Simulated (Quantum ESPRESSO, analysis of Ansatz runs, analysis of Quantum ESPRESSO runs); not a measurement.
# U centre (hydride ion on a halide site) in NaI: local vibrational mode, PBE (Quantum ESPRESSO)

Aim: the local vibrational mode of the U centre (hydride ion on a halide site) in NaI, to be set beside the measurement. Set-up: PBE, GBRV 1.5 PBE, 32-site cell, PBE lattice, k: 2x2x2 shifted, the defect atoms alone displaced. The model is a cell of 32 host atoms with 1 I taken out and 1 H put in. The frequencies come from the force constants of the defect atoms alone, with every neighbour held at rest.

What was measured. Threefold local mode of H-: 426.8 cm⁻¹, by infrared absorption (4.2-77 K) (quoted in “Electronic Absorption and Internal and External Vibrational Data of Atomic and Molecular Ions Doped in Alkali Halide Crystals (NSRDS-NBS 52)”, 1974, S. C. Jain, A. V. R. Warrier, S. K. Agarwal, quoting earlier work (1969)). Threefold local mode of D-: 318.5 cm⁻¹, by infrared absorption (4.2-77 K) (quoted in “Electronic Absorption and Internal and External Vibrational Data of Atomic and Molecular Ions Doped in Alkali Halide Crystals (NSRDS-NBS 52)”, 1974, S. C. Jain, A. V. R. Warrier, S. K. Agarwal, quoting earlier work (1969)).

Method: Quantum ESPRESSO plane-wave DFT, PBE, GBRV 1.5 PBE potentials; relaxation of all atoms of a defect supercell, in Quantum ESPRESSO 7.5.

**1. The starting structure**

The cell holds 32 atoms: 16 Na, 15 I and 1 H. Its edges and angles: a = 11.316 Å, b = 11.316 Å, c = 11.316 Å, α = 109.5°, β = 109.5°, γ = 109.5°. It derives from NaI (space group Fm-3m). Nearest the centre at fractional (0.500, 0.500, 0.500): H27 at 0.00 Å, Na10 at 3.27 Å, Na7 at 3.27 Å, Na6 at 3.27 Å, Na16 at 3.27 Å, Na12 at 3.27 Å, Na15 at 3.27 Å, I28 at 4.62 Å.

The host's primitive cell comes from a first run (Quantum ESPRESSO plane-wave DFT, PBE, GBRV 1.5 PBE potentials; relaxation of cell and atoms of a defect-free cell): vectors of 4.620, 4.620 and 4.620 Å. That is 34.86 Å³ an atom, 2.8 % over the diffraction cell's volume. The supercell is built on it.

**2. Relaxation, charge 0**

Every later number rests on the structure around the defect, so the atoms are relaxed at the host's lattice first.

pw.in reads:

```
&CONTROL
  calculation = 'relax'
  prefix = 'pwscf'
  outdir = './tmp'
  pseudo_dir = './pseudo'
  tprnfor = .true.
  disk_io = 'low'
  nstep = 70
  forc_conv_thr = 0.00039
  etot_conv_thr = 0.0001
/
&SYSTEM
  ibrav = 0
  nat = 32
  ntyp = 3
  ecutwfc = 45
  ecutrho = 360
  nbnd = 129
  occupations = 'smearing'
  smearing = 'fd'
  degauss = 0.00073499
/
&ELECTRONS
  conv_thr = 3d-08
  electron_maxstep = 100
  mixing_beta = 0.5
/
&IONS
  ion_dynamics = 'bfgs'
/
ATOMIC_SPECIES
Na    22.9898 na_pbe_v1.5.uspp.F.UPF
I    126.9045 i_pbe_v1.uspp.F.UPF
H      1.0080 h_pbe_v1.4.uspp.F.UPF
CELL_PARAMETERS angstrom
  -6.5333657208    6.5333657208    6.5333657208
   6.5333657208   -6.5333657208    6.5333657208
   6.5333657208    6.5333657208   -6.5333657208
ATOMIC_POSITIONS crystal
Na     0.0000000000    0.0000000000    0.0000000000
Na     0.0000000000    0.2500000000    0.7500000000
Na     0.0000000000    0.5000000000    0.5000000000
Na     0.0000000000    0.7500000000    0.2500000000
Na     0.2500000000    0.0000000000    0.7500000000
Na     0.2500000000    0.2500000000    0.5000000000
Na     0.2500000000    0.5000000000    0.2500000000
Na     0.2500000000    0.7500000000    0.0000000000
Na     0.5000000000    0.0000000000    0.5000000000
Na     0.5000000000    0.2500000000    0.2500000000
Na     0.5000000000    0.5000000000    0.0000000000
Na     0.5000000000    0.7500000000    0.7500000000
Na     0.7500000000    0.0000000000    0.2500000000
Na     0.7500000000    0.2500000000    0.0000000000
Na     0.7500000000    0.5000000000    0.7500000000
Na     0.7500000000    0.7500000000    0.5000000000
I      0.0000000000    0.0000000000    0.5000000000
I      0.0000000000    0.2500000000    0.2500000000
I      0.0000000000    0.5000000000    0.0000000000
I      0.0000000000    0.7500000000    0.7500000000
I      0.2500000000    0.0000000000    0.2500000000
I      0.2500000000    0.2500000000    0.0000000000
I      0.2500000000    0.5000000000    0.7500000000
I      0.2500000000    0.7500000000    0.5000000000
I      0.5000000000    0.0000000000    0.0000000000
I      0.5000000000    0.2500000000    0.7500000000
H      0.5000000000    0.5000000000    0.5000000000
I      0.5000000000    0.7500000000    0.2500000000
I      0.7500000000    0.0000000000    0.7500000000
I      0.7500000000    0.2500000000    0.5000000000
I      0.7500000000    0.5000000000    0.2500000000
I      0.7500000000    0.7500000000    0.0000000000
K_POINTS automatic
2 2 2 1 1 1
```

On the command line:

```sh
OMP_NUM_THREADS=1 mpirun -n 4 pw.x -nk 2 -in pw.in > pw.out
```

Log:

```text
This program is part of the open-source Quantum ESPRESSO suite
     for quantum simulation of materials; please cite
         "P. Giannozzi et al., J. Phys.:Condens. Matter 21 395502 (2009);
         "P. Giannozzi et al., J. Phys.:Condens. Matter 29 465901 (2017);
         "P. Giannozzi et al., J. Chem. Phys. 152 154105 (2020);
          URL
     in publications or presentations arising from this work. More details at

     Message from routine setup:
     using ibrav=0 with symmetry is DISCOURAGED, use correct ibrav instead

     K-points division:     npool     =       2
     Subspace diagonalization in iterative solution of the eigenvalue problem:
     a serial algorithm will be used

     --------------------
     sticks:   dense  smooth     PW     G-vecs:    dense   smooth      PW
     Min        6179    3087    826               434402   153527   21169
     Max        6180    3088    827               434405   153530   21170
     Sum       12359    6175   1653               868807   307057   42339

     Using Slab Decomposition

     bravais-lattice index     =            0
     lattice parameter (alat)  =      21.3844  a.u.
     unit-cell volume          =    7527.7901 (a.u.)^3
     number of atoms/cell      =           32
     number of atomic types    =            3
     number of electrons       =       250.00
     number of Kohn-Sham states=          129
     kinetic-energy cutoff     =      45.0000  Ry
     charge density cutoff     =     360.0000  Ry
     scf convergence threshold =      3.0E-08
     mixing beta               =       0.5000
     number of iterations used =            8  plain     mixing
     energy convergence thresh.=      1.0E-04
     force convergence thresh. =      3.9E-04
     Exchange-correlation=  SLA  PW   PBX  PBC
                           (   1   4   3   4   0   0   0)
     nstep                     =           70

     celldm(1)=  21.384370  celldm(2)=   0.000000  celldm(3)=   0.000000
     celldm(4)=   0.000000  celldm(5)=   0.000000  celldm(6)=   0.000000

     crystal axes: (cart. coord. in units of alat)
               a(1) = (  -0.577350   0.577350   0.577350 )
               a(2) = (   0.577350  -0.577350   0.577350 )
               a(3) = (   0.577350   0.577350  -0.577350 )

     reciprocal axes: (cart. coord. in units 2 pi/alat)
               b(1) = ( -0.000000  0.866025  0.866025 )
               b(2) = (  0.866025 -0.000000  0.866025 )
               b(3) = (  0.866025  0.866025  0.000000 )

     PseudoPot. # 1 for Na read from file:
     na_pbe_v1.5.uspp.F.UPF
     Pseudo is Ultrasoft, Zval =  9.0
     Generated by new atomic code, or converted to UPF format
     Using radial grid of  819 points,  5 beta functions with:
                l(1) =   0
                l(2) =   0
                l(3) =   1
                l(4) =   1
                l(5) =   2
     Q(r) pseudized with  8 coefficients,  rinner =    1.250   1.250   1.250
                                                       1.250   1.250

     PseudoPot. # 2 for I  read from file:
     i_pbe_v1.uspp.F.UPF
     Pseudo is Ultrasoft + core correction, Zval =  7.0
     Generated by new atomic code, or converted to UPF format
     Using radial grid of  893 points,  6 beta functions with:
                l(1) =   0
                l(2) =   0
                l(3) =   1
                l(4) =   1
                l(5) =   2
                l(6) =   2
     Q(r) pseudized with  8 coefficients,  rinner =    1.500   1.500   1.500
                                                       1.500   1.500

     PseudoPot. # 3 for H  read from file:
     h_pbe_v1.4.uspp.F.UPF
     Pseudo is Ultrasoft, Zval =  1.0
     Generated by new atomic code, or converted to UPF format
     Using radial grid of  615 points,  2 beta functions with:
                l(1) =   0
                l(2) =   0
     Q(r) pseudized with  8 coefficients,  rinner =    0.700

     atomic species   valence    mass     pseudopotential
     Na                9.00    22.98980     Na( 1.00)
     I                 7.00   126.90450     I ( 1.00)
     H                 1.00     1.00800     H ( 1.00)

     48 Sym. Ops., with inversion, found (36 have fractional translation)

   Cartesian axes

     site n.     atom                  positions (alat units)
         1        Na     tau(   1) = (   0.0000000   0.0000000   0.0000000  )
         2        Na     tau(   2) = (   0.5773503   0.2886751  -0.2886751  )
         3        Na     tau(   3) = (   0.5773503   0.0000000   0.0000000  )
         4        Na     tau(   4) = (   0.5773503  -0.2886751   0.2886751  )
         5        Na     tau(   5) = (   0.2886751   0.5773503  -0.2886751  )
         6        Na     tau(   6) = (   0.2886751   0.2886751   0.0000000  )
         7        Na     tau(   7) = (   0.2886751   0.0000000   0.2886751  )
         8        Na     tau(   8) = (   0.2886751  -0.2886751   0.5773503  )
         9        Na     tau(   9) = (   0.0000000   0.5773503   0.0000000  )
        10        Na     tau(  10) = (   0.0000000   0.2886751   0.2886751  )
        11        Na     tau(  11) = (   0.0000000   0.0000000   0.5773503  )
        12        Na     tau(  12) = (   0.5773503   0.2886751   0.2886751  )
        13        Na     tau(  13) = (  -0.2886751   0.5773503   0.2886751  )
        14        Na     tau(  14) = (  -0.2886751   0.2886751   0.5773503  )
        15        Na     tau(  15) = (   0.2886751   0.5773503   0.2886751  )
        16        Na     tau(  16) = (   0.2886751   0.2886751   0.5773503  )
        17        I      tau(  17) = (   0.2886751   0.2886751  -0.2886751  )
        18        I      tau(  18) = (   0.2886751   0.0000000   0.0000000  )
        19        I      tau(  19) = (   0.2886751  -0.2886751   0.2886751  )
        20        I      tau(  20) = (   0.8660254  -0.0000000   0.0000000  )
        21        I      tau(  21) = (   0.0000000   0.2886751   0.0000000  )
        22        I      tau(  22) = (   0.0000000   0.0000000   0.2886751  )
        23        I      tau(  23) = (   0.5773503   0.2886751   0.0000000  )
        24        I      tau(  24) = (   0.5773503  -0.0000000   0.2886751  )
        25        I      tau(  25) = (  -0.2886751   0.2886751   0.2886751  )
        26        I      tau(  26) = (   0.2886751   0.5773503   0.0000000  )
        27        H      tau(  27) = (   0.2886751   0.2886751   0.2886751  )
        28        I      tau(  28) = (   0.2886751  -0.0000000   0.5773503  )
        29        I      tau(  29) = (  -0.0000000   0.8660254   0.0000000  )
[...]
Davidson diagonalization with overlap
     ethr =  1.31E-09,  avg # of iterations =  4.0

     total energy              =   -2514.23869199 Ry
     estimated scf accuracy    <       0.00000221 Ry

     iteration #  2     ecut=    45.00 Ry     beta= 0.50
     Davidson diagonalization with overlap
     ethr =  8.84E-10,  avg # of iterations =  5.0

     total energy              =   -2514.23869858 Ry
     estimated scf accuracy    <       0.00000042 Ry

[... 83 further cycles ...]
     iteration #  5     ecut=    45.00 Ry     beta= 0.50
     Davidson diagonalization with overlap
     ethr =  1.30E-11,  avg # of iterations =  3.0

     total energy              =   -2514.25312613 Ry
     estimated scf accuracy    <          3.0E-09 Ry

     iteration #  6     ecut=    45.00 Ry     beta= 0.50
     Davidson diagonalization with overlap
     ethr =  1.21E-12,  avg # of iterations =  3.0

     total energy              =   -2514.25312614 Ry
     estimated scf accuracy    <          5.0E-10 Ry

     iteration #  7     ecut=    45.00 Ry     beta= 0.50
     Davidson diagonalization with overlap
     ethr =  1.99E-13,  avg # of iterations =  4.0

     End of self-consistent calculation

          k = 0.4330 0.4330 0.4330 ( 38532 PWs)   bands (ev):

[...]
6.2263

          k = 0.0000 0.0000 0.4330 ( 38310 PWs)   bands (ev):

[...]
6.1043

     the Fermi energy is     2.8351 ev

!    total energy              =   -2514.25312614 Ry
     estimated scf accuracy    <          2.3E-11 Ry
     smearing contrib. (-TS)   =       0.00000000 Ry
     internal energy E=F+TS    =   -2514.25312614 Ry

     The total energy is F=E-TS. E is the sum of the following terms:
     one-electron contribution =   -1396.70660195 Ry
     hartree contribution      =     759.52255011 Ry
     xc contribution           =    -957.10476474 Ry
     ewald contribution        =    -919.96430956 Ry

     convergence has been achieved in   7 iterations

     Forces acting on atoms (cartesian axes, Ry/au):

[...]
Total force =     0.002554     Total SCF correction =     0.000025
     Energy error            =      5.4E-05 Ry
     Gradient error          =      5.1E-04 Ry/Bohr

     number of scf cycles    =  16
     number of bfgs steps    =  15

     energy             old  =   -2514.2530724256 Ry
     energy             new  =   -2514.2531261384 Ry

     CASE: energy            _new < energy            _old

     new trust radius        =       0.0085066547 bohr
     new conv_thr            =       0.0000000003 Ry

ATOMIC_POSITIONS (crystal)
[...]
NEW-OLD atomic charge density approx. for the potential

     Check: negative core charge=   -0.000001

     Self-consistent Calculation

     iteration #  1     ecut=    45.00 Ry     beta= 0.50
     Davidson diagonalization with overlap
     ethr =  1.00E-06,  avg # of iterations =  3.0

     Threshold (ethr) on eigenvalues was too large:
     Diagonalizing with lowered threshold

     Davidson diagonalization with overlap
     ethr =  3.60E-09,  avg # of iterations =  7.0

     total energy              =   -2514.25316733 Ry
     estimated scf accuracy    <       0.00002472 Ry

     iteration #  2     ecut=    45.00 Ry     beta= 0.50
     Davidson diagonalization with overlap
     ethr =  9.89E-09,  avg # of iterations =  2.0

     total energy              =   -2514.25317548 Ry
     estimated scf accuracy    <       0.00000510 Ry

     iteration #  3     ecut=    45.00 Ry     beta= 0.50
     Davidson diagonalization with overlap
     ethr =  2.04E-09,  avg # of iterations =  2.0

     total energy              =   -2514.25317680 Ry
     estimated scf accuracy    <       0.00000014 Ry

     iteration #  4     ecut=    45.00 Ry     beta= 0.50
     Davidson diagonalization with overlap
     ethr =  5.76E-11,  avg # of iterations =  5.0

     total energy              =   -2514.25317692 Ry
     estimated scf accuracy    <       0.00000007 Ry

     iteration #  5     ecut=    45.00 Ry     beta= 0.50
     Davidson diagonalization with overlap
     ethr =  2.95E-11,  avg # of iterations =  3.0

     total energy              =   -2514.25317696 Ry
     estimated scf accuracy    <          1.7E-09 Ry

     iteration #  6     ecut=    45.00 Ry     beta= 0.50
     Davidson diagonalization with overlap
     ethr =  6.97E-13,  avg # of iterations =  4.5

     total energy              =   -2514.25317696 Ry
     estimated scf accuracy    <          1.1E-09 Ry

     iteration #  7     ecut=    45.00 Ry     beta= 0.50
     Davidson diagonalization with overlap
     ethr =  4.36E-13,  avg # of iterations =  3.0

     End of self-consistent calculation

          k = 0.4330 0.4330 0.4330 ( 38532 PWs)   bands (ev):

[...]
6.2239

          k = 0.0000 0.0000 0.4330 ( 38310 PWs)   bands (ev):

[...]
-9.6530  -9.5432  -9.5432  -9.4952  -9.4807  -9.4695  -9.4693  -9.4693
    -9.4281  -9.4099  -9.4099  -9.3896  -9.1972  -9.1930  -9.1817  -0.6986
    -0.6358  -0.5354  -0.5354  -0.3881  -0.3816  -0.3816  -0.3131  -0.3131
    -0.3091  -0.2456  -0.0931  -0.0658  -0.0385  -0.0042  -0.0042   0.0333
     0.1515   0.1515   0.3721   0.3721   0.4043   0.5392   0.5970   0.6486
     0.6486   0.6700   0.6727   0.6922   0.6939   0.6939   0.7168   0.7658
     0.7779   0.7779   0.8920   0.8920   0.9262   0.9341   1.0082   1.0082
     1.0297   1.0510   1.1807   1.1807   1.6327   5.3898   6.0311   6.0636
     6.1031

     the Fermi energy is     2.8332 ev

!    total energy              =   -2514.25317697 Ry
     estimated scf accuracy    <          9.6E-12 Ry
     smearing contrib. (-TS)   =       0.00000000 Ry
     internal energy E=F+TS    =   -2514.25317697 Ry

     The total energy is F=E-TS. E is the sum of the following terms:
     one-electron contribution =   -1396.74673094 Ry
     hartree contribution      =     759.54277073 Ry
     xc contribution           =    -957.10538327 Ry
     ewald contribution        =    -919.94383349 Ry

     convergence has been achieved in   7 iterations

     Forces acting on atoms (cartesian axes, Ry/au):

[...]
atom   25 type  2   force =     0.00000000   -0.00000000    0.00000000
     atom   26 type  2   force =    -0.00000000   -0.00024239    0.00024239
     atom   27 type  3   force =     0.00000000   -0.00000000    0.00000000
     atom   28 type  2   force =    -0.00000000    0.00024239   -0.00024239
     atom   29 type  2   force =    -0.00024239    0.00000000   -0.00024239
     atom   30 type  2   force =     0.00024239   -0.00024239    0.00000000
     atom   31 type  2   force =     0.00024239    0.00000000   -0.00024239
     atom   32 type  2   force =    -0.00024239   -0.00024239   -0.00000000

     Total force =     0.001236     Total SCF correction =     0.000016
     Energy error            =      5.1E-05 Ry
     Gradient error          =      2.4E-04 Ry/Bohr

     bfgs converged in  17 scf cycles and  16 bfgs steps
     (criteria: energy <  1.0E-04 Ry, force <  3.9E-04 Ry/Bohr)

     End of BFGS Geometry Optimization

     Final energy             =   -2514.2531769666 Ry

     File ./tmp/pwscf.bfgs deleted, as requested
Begin final coordinates

ATOMIC_POSITIONS (crystal)
[...]
I                0.5000000000        0.0000000000       -0.0000000000
I                0.5000000000        0.2528207212        0.7471792788
H                0.5000000000        0.5000000000        0.5000000000
I                0.5000000000        0.7471792788        0.2528207212
I                0.7471792788       -0.0056414424        0.7471792788
I                0.7471792788        0.2528207212        0.5000000000
I                0.7471792788        0.5000000000        0.2528207212
I                0.7471792788        0.7471792788       -0.0056414424
End final coordinates

=------------------------------------------------------------------------------=
   JOB DONE.
=------------------------------------------------------------------------------=
```

Elapsed: 28 min, on 4 MPI ranks of Arm Neoverse V2, shared host; peak memory 4.5 GiB.

The steps of the relaxation:

| step | energy less that of the first step (eV) |
| --- | --- |
| 0 | 0.0000 |
| 1 | -0.0063 |
| 2 | -0.0130 |
| 3 | -0.0229 |
| 4 | -0.0372 |
| 5 | -0.0574 |
| 6 | -0.0851 |
| 7 | -0.1207 |
| 8 | -0.1616 |
| 9 | -0.1954 |
| 10 | -0.2001 |
| 11 | -0.2004 |
| 12 | -0.2007 |
| 13 | -0.2012 |
| 14 | -0.2018 |
| 15 | -0.2025 |
| 16 | -0.2032 |

The atoms that moved most (Å):

| atom | dx | dy | dz | length |
| --- | --- | --- | --- | --- |
| Na7 | 0.000 | 0.301 | 0.000 | 0.301 |
| Na6 | 0.000 | 0.000 | 0.301 | 0.301 |
| Na10 | 0.301 | 0.000 | 0.000 | 0.301 |
| Na12 | -0.301 | 0.000 | 0.000 | 0.301 |
| Na16 | 0.000 | 0.000 | -0.301 | 0.301 |
| Na15 | 0.000 | -0.301 | 0.000 | 0.301 |
| I22 | 0.037 | 0.037 | 0.000 | 0.052 |
| I18 | 0.000 | 0.037 | 0.037 | 0.052 |

The relaxed structure:

```xyz
32
Lattice="-6.5334 6.5334 6.5334 6.5334 -6.5334 6.5334 6.5334 6.5334 -6.5334" Properties=species:S:1:pos:R:3 pbc="T T T"
Na    0.0000    0.0000    0.0000
Na    6.5334    3.2667   -3.2667
Na    6.5334    0.0000    0.0000
Na    6.5334   -3.2667    3.2667
Na    3.2667    6.5334   -3.2667
Na    3.2667    3.2667    0.3013
Na    3.2667    0.3013    3.2667
Na    3.2667   -3.2667    6.5334
Na    0.0000    6.5334    0.0000
Na    0.3013    3.2667    3.2667
Na    0.0000    0.0000    6.5334
Na    6.2321    3.2667    3.2667
Na   -3.2667    6.5334    3.2667
Na   -3.2667    3.2667    6.5334
Na    3.2667    6.2321    3.2667
Na    3.2667    3.2667    6.2321
I     3.2667    3.2667   -3.2667
I     3.2667    0.0369    0.0369
I     3.2667   -3.2667    3.2667
I     9.8000   -0.0369   -0.0369
I     0.0369    3.2667    0.0369
I     0.0369    0.0369    3.2667
I     6.4965    3.2667    0.0369
I     6.4965    0.0369    3.2667
I    -3.2667    3.2667    3.2667
I     3.2667    6.4965    0.0369
H     3.2667    3.2667    3.2667
I     3.2667    0.0369    6.4965
I    -0.0369    9.8000   -0.0369
I     0.0369    6.4965    3.2667
I     0.0369    3.2667    6.4965
I    -0.0369   -0.0369    9.8000
```

Neighbours of H27 at the end:

| atom | distance (Å) |
| --- | --- |
| Na7 | 2.965 |
| Na10 | 2.965 |
| Na6 | 2.965 |
| Na16 | 2.965 |
| Na15 | 2.965 |
| Na12 | 2.965 |
| I23 | 4.568 |
| I28 | 4.568 |
| I26 | 4.568 |
| I31 | 4.568 |
| I18 | 4.568 |
| I20 | 4.568 |
| I21 | 4.568 |
| I29 | 4.568 |
| I30 | 4.568 |
| I32 | 4.568 |

From the first step to the last the energy fell by 0.203 eV, and the largest move was 0.30 Å (Na6 and 5 other atoms alike).

(Continued in part 2 of 2.)

[Logs are printed without paths, hosts, clocks, repeated set-up lines and the standing remarks that a program may print on its own settings, such as how far it seeks lower states.]

[Hosts, paths, dates, database ids (printed as entryN), source tags and the programs' standing remarks are cut or masked in the printed files.]

[For some hosts the program warned that the k-mesh of the response run may be too coarse for force constants and the static dielectric constant; such warnings are not shown here.]
